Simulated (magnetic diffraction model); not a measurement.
# FeBiS₄: what an assumed order does to the neutron pattern

Space group C2/m (no. 12), a = 16.2190 Å, b = 4.9860 Å, c = 8.6190 Å, β = 107.49°.

```csv
site,atom,x,y,z
4i,Bi,0.6066,1/2,0.2262
4i,Fe,0.6953,1/2,0.8040
4i,S,0.5540,1/2,0.8787
4i,S,0.6359,1/2,0.5120
4i,S,0.8691,1/2,0.7975
4i,S,0.7518,1/2,0.1451
```

The compound is invented for this exercise: a known structure type with other elements, its cell scaled to their sizes and not relaxed.

Only Fe is taken to order (form factors of Fe3+); orders and moment sizes are assumed, and not adapted to the symmetry. Radiation: neutrons of λ = 2.41 Å, 1.5° to 45°; isotropic B of 0.23 Å² (Bi), 0.34 Å² (Fe) and 0.36 Å² (S). The intensities are simulated: I ∝ L Σ (|F_N|² + |F_M⊥|²) for unpolarised neutrons, with F_M = 2.695 fm/μB × Σ f(s) S exp(2πi Q·r) exp(−B s²) at Q = H ± k (one set where k and −k are equivalent), only the part normal to Q counting and L = 1/(sin²θ cos θ). For collinear order S is the moment m, which repeats by lattice and centring translations R with the sign exp(−2πi k·R). Form factors are spin-only for 3d ions and dipole or tabulated for f ions, scattering lengths are Sears's of 1992, and absorption is left out. A label names one of the reflections at its angle. The strongest nuclear line in the range is 100, and lines under 0.2 are left out.

Assume the order k = (1/2 1/2 1/2), collinear moments along [100], 4.62 μB on Fe; signs + at (0.6953, 1/2, 0.8040), + at (0.8047, 0, 0.1960).

Q: Where does magnetic intensity appear, and how strong is it?

```tsv
2θ (°)	index	nuclear	magnetic
16.17	(1/2 1/2 -1/2)	0.0	124.6
16.86	(0 0 1)	36.7	0.0
17.93	(2 0 0)	36.4	0.0
19.43	(-3/2 1/2 1/2)	0.0	23.1
20.62	(2 0 -1)	2.1	0.0
22.71	(3/2 -1/2 1/2)	0.0	44.2
25.66	(5/2 1/2 -1/2)	0.0	4.5
28.19	(1/2 1/2 -3/2)	0.0	17.7
28.23	(2 0 1)	11.4	0.0
28.64	(-3/2 1/2 3/2)	0.0	9.5
29.42	(1 1 0)	100.0	0.0
29.88	(5/2 1/2 1/2)	0.0	7.8
30.60	(1/2 1/2 3/2)	0.0	33.1
31.82	(5/2 1/2 -3/2)	0.0	18.0
32.67	(1 1 -1)	2.5	0.0
33.34	(-7/2 1/2 1/2)	0.0	5.3
33.44	(2 0 -2)	2.7	0.0
34.09	(0 0 2)	59.6	0.0
35.14	(4 0 -1)	44.5	0.0
35.48	(1 1 1)	12.5	0.0
36.31	(4 0 0)	13.6	0.0
38.06	(7/2 -1/2 1/2)	0.0	2.2
39.29	(3 1 0)	39.8	0.0
39.45	(3 1 -1)	20.5	0.0
41.69	(5/2 1/2 3/2)	0.0	11.7
41.95	(4 0 -2)	12.8	0.0
43.38	(-1/2 3/2 1/2)	0.0	14.5
43.40	(1 1 -2)	21.9	0.0
43.42	(-3/2 1/2 5/2)	0.0	14.4
43.56	(2 0 2)	4.8	0.0
43.86	(9/2 1/2 -3/2)	0.0	2.5
44.25	(1/2 1/2 -5/2)	0.0	4.3
44.59	(5/2 1/2 -5/2)	0.0	0.2
44.81	(3/2 3/2 -1/2)	0.0	5.6
44.93	(4 0 1)	6.8	0.0
```

The strongest magnetic line in the range is (1/2 1/2 -1/2) at 16.17° (124.6). On top of the Lorentz factor, which all lines share, magnetic lines fade with angle because f falls: for Fe3+ it is 0.92, 0.72, 0.50 and 0.17 at sin θ/λ = 0.1, 0.2, 0.3 and 0.5 Å⁻¹, while nuclear lengths stay constant. The order has no net moment.

[Logs are printed without paths, hosts, clocks, repeated set-up lines and the standing remarks that a program may print on its own settings, such as how far it seeks lower states.]
